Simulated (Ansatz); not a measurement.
# The perfect GaSb wire along [110], 6 atoms a period, H-terminated, part 2 of 2

What gap, if any, does the GaSb wire along [110], 6 atoms a period, H-terminated have, and how does it change with the functional?

Ansatz 0.2.0; DFT PBE, plane waves, PAW; relaxation of a wire's period; PAW set soft_1 (the session's first sound run).

So far. Step 2 (Relaxation of atoms and period): The cell's length comes to 4.509 Å with spin left out.

**3. Bands of the perfect wire**

This step: DFT PBE, plane waves, PAW; bands of a perfect wire; PAW set soft_1 (Ansatz 0.2.0).

At the relaxed period the bands are computed along the axis; those that cross an energy going forward count the channels that a perfect wire would open there.

input.yaml reads:

```yaml
crystal:
  lattice:
    - [13.38, 0.0, 0.0]
    - [0.0, 14.049, 0.0]
    - [0.0, 0.0, 4.5087875305]
  atoms:
    - { symbol: Sb, position: [0.348150754, 0.499995414, 0.0] }
    - { symbol: H, position: [0.371720536, 0.753956966, 0.0] }
    - { symbol: Ga, position: [0.447341685, 0.668955093, 0.0] }
    - { symbol: Ga, position: [0.447341685, 0.331035735, 0.0] }
    - { symbol: H, position: [0.743247573, 0.499995414, 0.192665057] }
    - { symbol: H, position: [0.261970918, 0.499995414, 0.280152697] }
    - { symbol: Sb, position: [0.556499896, 0.64548549, 0.5] }
    - { symbol: Sb, position: [0.556499896, 0.354505338, 0.5] }
    - { symbol: H, position: [0.625308547, 0.748493745, 0.5] }
    - { symbol: H, position: [0.625308547, 0.251497083, 0.5] }
    - { symbol: Ga, position: [0.691059698, 0.499995414, 0.5] }
    - { symbol: H, position: [0.261970918, 0.499995414, 0.719847303] }
    - { symbol: H, position: [0.743247573, 0.499995414, 0.807334943] }
    - { symbol: H, position: [0.371720536, 0.246033862, 0.0] }
kpoints:
  mp_grid: { grid: [1, 1, 18] }
  band_path: { path: ["Γ", Z], npoints: 90 }
scf:
  occupations: { method: fermi_dirac, width: 0.05 }
hamiltonian:
  xc: pbe
  pseudopotentials: { kind: paw, azcp: { folder: soft_1 } }
output:
  dos: { e_range: [-5, 4] }
  write_potential: true
  write_density: true
  volumetric_format: npy
```

Run with:

```
$ ansatz run input.yaml --threads 4 --pin off --max-ram 16384MiB --backend cpu --events-out ev --progress --plain --runs-dir out
```

Numbers of over 12 decimals in the logs are rounded to 6 here.

Output:

```text
[...]
Crystal: 14 atoms, lattice volume = 847.542 Å³
Basis set: ecut = 420 eV, 16653 PW (Γ)
Bands: 60, of which v1, the nominal top of the filled ones, is band 46 counted from 1 (45 counted from 0)
Symmetry: 4 space group operations
[...]
k-points: 10 of 18
[...]
SCF iter   1: F=—  HF=-30929.728969 eV  |F-HF|=—  |Δ(HF+E_count)|=         —  Δρ=3.04e-2  dr2=7.64e0  ethr=3.10e-3  ⟨swp⟩=9.0  Hψ=2919  notcnv=0  defer=6
[...]
SCF iter  10: F=-30927.387705 eV  HF=-30927.387706 eV  |F-HF|=2.07e-8  |Δ(HF+E_count)|=   2.03e-7  Δρ=1.62e-6  dr2=2.32e-8  ethr=1.09e-10  ⟨swp⟩=14.9  Hψ=2894  notcnv=0
SCF 1 converged in 10 iterations: F = -30927.387705 eV  dr2 = 2.32e-8
[...]
NSCF: frozen V_eff on 91 k-points
WARN: The output density's exchange-correlation potential varies sharply where the density is thin. Do not read a vacuum level from v_tot or v_xc, or from such a field of the output density. On a cell that repeats whose density bears no net charge and no dipole along the vacuum's axis use v_es (v_loc + v_h of the components); under efield.dipole_correction with no amplitude use v_es + v_field, which holds any externa [...]
SCF converged after 10 iterations
Free energy (F): -30927.387705 eV
[...]
Internal energy: -30927.387705 eV  (E = F + TS)
E sigma→0 (E₀):  -30927.387705 eV
Fermi energy:    -1.740858 eV
[...]
--- Band table (eV; the first three rows and the last of 10) ---
  k-point 0: bands = [... 42 lower, -3.6371, -3.4244, -3.0952, -2.7407, -0.7345, -0.6706, 0.1551, 0.7838, ... 10 higher]
  k-point 1: bands = [... 42 lower, -3.5485, -3.4284, -3.2315, -2.8653, -0.5379, -0.4811, 0.2137, 0.7874, ... 10 higher]
  k-point 2: bands = [... 42 lower, -3.5866, -3.5213, -3.4412, -3.0931, -0.0773, -0.0268, 0.3680, 0.7873, ... 10 higher]
  k-point 9: bands = [... 42 lower, -4.2682, -3.8215, -3.7212, -3.5553, -0.3227, 0.6411, 1.1143, 1.1904, ... 10 higher]
```

Wall time 91 s (4 threads of Arm Neoverse V1, shared host); peak memory 2.8 GiB.

The column dr2 measures how far the density is from self-consistency, as an energy; F and HF (Harris–Foulkes) agree once it is small.

Numbers from this step:

```yaml
band_gap: 2.006 eV
```

The electronic bands at the labelled points (eV, zero at the Fermi level):

```tsv
point	band 43	band 44	band 45	band 46	band 47	band 48	band 49	band 50
Γ	-1.90	-1.68	-1.35	-1.00	1.01	1.07	1.90	2.52
halfway	-2.46	-2.05	-1.78	-1.56	2.01	2.51	2.79	2.85
Z	-2.53	-2.08	-1.98	-1.81	1.42	2.38	2.86	2.93
```

The gap is 2.01 eV, with spin left out.

The path shows a direct gap of 2.01 eV (valence top at Γ, conduction bottom at Γ).

**4. Levels at the same atoms, cutoff 500 eV, k-mesh 1×1×14**

This step: DFT r2SCAN, plane waves, PAW; bands of a perfect wire at the PBE geometry; PAW set soft_1 (Ansatz 0.2.0).

The atoms stay at the PBE geometry and the functional changes. r2SCAN also reads the kinetic-energy density; it often gives larger moments and wider gaps than PBE, at a higher cost. Against the first PBE run of this kind, the cutoff is 500 eV against 420 and the mesh along the wire has 14 points against 18.

Changes to input.yaml since step 3:

```diff
@@ -21,3 +21,3 @@
 kpoints:
-  mp_grid: { grid: [1, 1, 18] }
+  mp_grid: { grid: [1, 1, 14] }
   band_path: { path: ["Γ", Z], npoints: 90 }
@@ -26,8 +26,3 @@
 hamiltonian:
-  xc: pbe
+  xc: r2scan
   pseudopotentials: { kind: paw, azcp: { folder: soft_1 } }
-output:
-  dos: { e_range: [-5, 4] }
-  write_potential: true
-  write_density: true
-  volumetric_format: npy
```

Output:

```text
[...]
Crystal: 14 atoms, lattice volume = 847.542 Å³
Basis set: ecut = 500 eV, 21511 PW (Γ), exchange–correlation on 400×432×144 points (64 copies of the dense FFT grid, shifted against one another)
Bands: 60, of which v1, the nominal top of the filled ones, is band 46 counted from 1 (45 counted from 0)
Symmetry: 4 space group operations
[...]
k-points: 8 of 14
[...]
--- Band table (eV; the first three rows and the last of 8) ---
  k-point 0: bands = [... 42 lower, -3.8784, -3.6521, -3.3151, -2.9543, -0.6604, -0.5660, 0.3628, 0.9948, ... 10 higher]
  k-point 1: bands = [... 42 lower, -3.7840, -3.6598, -3.5306, -3.1461, -0.3448, -0.2555, 0.4650, 1.0037, ... 10 higher]
  k-point 2: bands = [... 42 lower, -3.9360, -3.9047, -3.6847, -3.4074, 0.3154, 0.4305, 0.7071, 1.0008, ... 10 higher]
  k-point 7: bands = [... 42 lower, -4.5513, -4.0820, -3.9617, -3.7933, -0.2611, 0.8106, 1.2967, 1.3961, ... 10 higher]
[key lines of the parts left out:]
SCF converged after 9 iterations
Free energy (F): -30993.691650 eV
Fermi energy:    -1.809874 eV
```

Elapsed: 2.6 min, on 4 threads; peak memory 4.6 GiB; 10 min of CPU time.

Numbers from this step:

```yaml
band_gap: 2.294 eV
```

The gap is 2.29 eV, against 2.01 eV under PBE at the relaxed period.

**5. Levels at the same atoms, level HSE06, cutoff 420 eV**

This step: DFT HSE06, plane waves, PAW; levels of a perfect wire at the PBE geometry; PAW set soft_1 (Ansatz 0.2.0).

The atoms stay at the PBE geometry and the functional changes. HSE06 mixes in a quarter of short-range exact exchange, which removes part of the self-interaction that closes gaps; it is dear, so the mesh is thinner and no path is run. Against the first PBE run of this kind, the mesh along the wire has 7 points against 18.

Changes to input.yaml since step 4:

```diff
@@ -21,4 +21,3 @@
 kpoints:
-  mp_grid: { grid: [1, 1, 14] }
-  band_path: { path: ["Γ", Z], npoints: 90 }
+  mp_grid: { grid: [1, 1, 7] }
 scf:
@@ -26,3 +25,3 @@
 hamiltonian:
-  xc: r2scan
+  xc: hse06
   pseudopotentials: { kind: paw, azcp: { folder: soft_1 } }
```

Output:

```text
[...]
Crystal: 14 atoms, lattice volume = 847.542 Å³
Basis set: ecut = 420 eV, 16653 PW (Γ)
Bands: 60, of which v1, the nominal top of the filled ones, is band 46 counted from 1 (45 counted from 0)
Symmetry: 4 space group operations
[...]
k-points: 4 of 7
[...]
SCF iter   6: F=-30927.387774 eV  HF=-30927.387991 eV  |F-HF|=2.16e-4  |Δ(HF+E_count)|=   8.42e-5  Δρ=1.93e-4  dr2=3.47e-4  ethr=3.55e-6  ⟨swp⟩=4.0  Hψ=528  notcnv=0
[...]
E sigma→0 (E₀):  -30941.996798 eV
Fermi energy:    -1.860227 eV
[...]
--- Band table (eV) ---
  k-point 0: bands = [... 42 lower, -4.2012, -3.9278, -3.5339, -3.2572, -0.4553]
  k-point 1: bands = [... 42 lower, -4.2132, -4.1476, -3.9603, -3.7511, 0.5331]
  k-point 2: bands = [... 42 lower, -4.8604, -4.3408, -4.0719, -3.8947, 0.4257]
  k-point 3: bands = [... 42 lower, -4.8962, -4.3619, -4.2115, -4.0616, 0.0013]
  guard bands above this table: 13 of the run's 60 bands. The solve was not asked for them (output.publish_guard_bands: true or output.eigenvalues: true publishes all)
[key lines of the parts left out:]
Free energy (F): -30941.996798 eV
```

Wall time 2.2 min (4 threads); peak memory 10 GiB.

Numbers from this step:

| Item | Value |
| --- | --- |
| band gap | 2.802 eV |

The gap is 2.80 eV, against 2.01 eV under PBE at the relaxed period.

**6. Two-component spinors, k-mesh 1×1×12**

This step: DFT PBE, plane waves, fully relativistic PAW; bands of a perfect wire with spin-orbit coupling; PAW set soft_1 (Ansatz 0.2.0).

Spin-orbit coupling mixes the spins and splits bands that cross or touch without it, so it can open or close channels. Fully relativistic datasets take the place of the scalar ones. Against the first PBE run of this kind, the mesh along the wire has 12 points against 18.

Changes to input.yaml since step 5:

```diff
@@ -21,3 +21,4 @@
 kpoints:
-  mp_grid: { grid: [1, 1, 7] }
+  mp_grid: { grid: [1, 1, 12] }
+  band_path: { path: ["Γ", Z], npoints: 90 }
 scf:
@@ -25,3 +26,6 @@
 hamiltonian:
-  xc: hse06
-  pseudopotentials: { kind: paw, azcp: { folder: soft_1 } }
+  xc: pbe
+  pseudopotentials: { kind: paw_fr, azcp: { folder: soft_1 } }
+magnetization:
+  noncollinear: true
+  spin_orbit: true
```

Output:

```text
[...]
non-collinear run that drives no moment, with spin-orbit: no starting moment large enough to seed its density (crystal.atoms[].spin), no starting occupations that ask for one, no magnetisation constraint and no magnetic field, so the semilocal B_xc is pinned to zero
Crystal: 14 atoms, lattice volume = 847.542 Å³
Basis set: ecut = 420 eV, 16653 PW (Γ)
[...]
k-point 0: bands = [... 88 lower, -3.0507, -3.0507, -2.7280, -2.7280, -0.7308, -0.7308, -0.6686, -0.6686, ... 24 higher]
  k-point 1: bands = [... 88 lower, -3.3026, -3.2508, -2.9935, -2.9464, -0.3752, -0.3176, -0.2767, -0.2334, ... 24 higher]
  k-point 2: bands = [... 88 lower, -3.4441, -3.4366, -3.2475, -3.1697, 0.3137, 0.4383, 0.4704, 0.5459, ... 24 higher]
  k-point 6: bands = [... 88 lower, -3.7135, -3.7135, -3.5396, -3.5396, -0.3189, -0.3189, 0.6391, 0.6391, ... 24 higher]
[key lines of the parts left out:]
SCF converged after 10 iterations
Magnetization: |M| = 0.0000 μB,  M = (+0.0000, +0.0000, +0.0000) μB
Free energy (F): -30934.846926 eV
Fermi energy:    -1.735275 eV
```

Wall time 11 min (4 threads); peak memory 10 GiB.

Numbers from this step:

```yaml
band_gap: 1.995 eV
```

The electronic bands at the labelled points (eV, zero at the Fermi level; v1 is the highest filled band, c1 the lowest empty one):

```tsv
point	v4	v3	v2	v1	c1	c2	c3	c4
Γ	-1.32	-1.32	-0.99	-0.99	1.00	1.00	1.07	1.07
halfway	-1.79	-1.77	-1.58	-1.53	1.97	2.03	2.50	2.51
Z	-1.98	-1.98	-1.80	-1.80	1.42	1.42	2.37	2.37
```

The gap is 2.00 eV, against 2.01 eV under PBE at the relaxed period, with no moment.

**7. All levels side by side**

Times are for 4 threads of Arm Neoverse V1, shared host. Results by setting:

```tsv
no.	run	band gap (eV)	time	memory (GiB)
1	lead	2.006	91 s	2.8
2	levels	2.294	2.6 min	4.6
3	levels	2.802	2.2 min	10
4	SOC	1.995	11 min	10
```

**8. Outcome**

| Property | Result |
| --- | --- |
| cell length, PBE | 4.509 Å |
| gap, PBE | 2.01 eV |
| gap, r2SCAN | 2.29 eV |
| gap, HSE06 | 2.80 eV |
| gap, with spin-orbit coupling | 2.00 eV |

Under PBE the cell's length is 4.51 Å, and a gap of 2.01 eV makes it a semiconductor. At the relaxed period the wire is gapped under every functional, from 2.01 eV (PBE) to 2.80 eV (HSE06). Weak screening in one dimension makes quasiparticle gaps larger than the semilocal gaps, as a rule. Plain hydrogen on a compound's surface is a simple closure: it may leave surface states, and facets that end in unlike atoms put a field across the wire, both of which shrink the gap. A hybrid's gap is read on a coarse mesh, without a band path.

[Logs are printed without paths, hosts, clocks, repeated set-up lines and the standing remarks that a program may print on its own settings, such as how far it seeks lower states.]

[Hosts, paths, dates, database ids (printed as entryN), source tags and the programs' standing remarks are cut or masked in the printed files.]
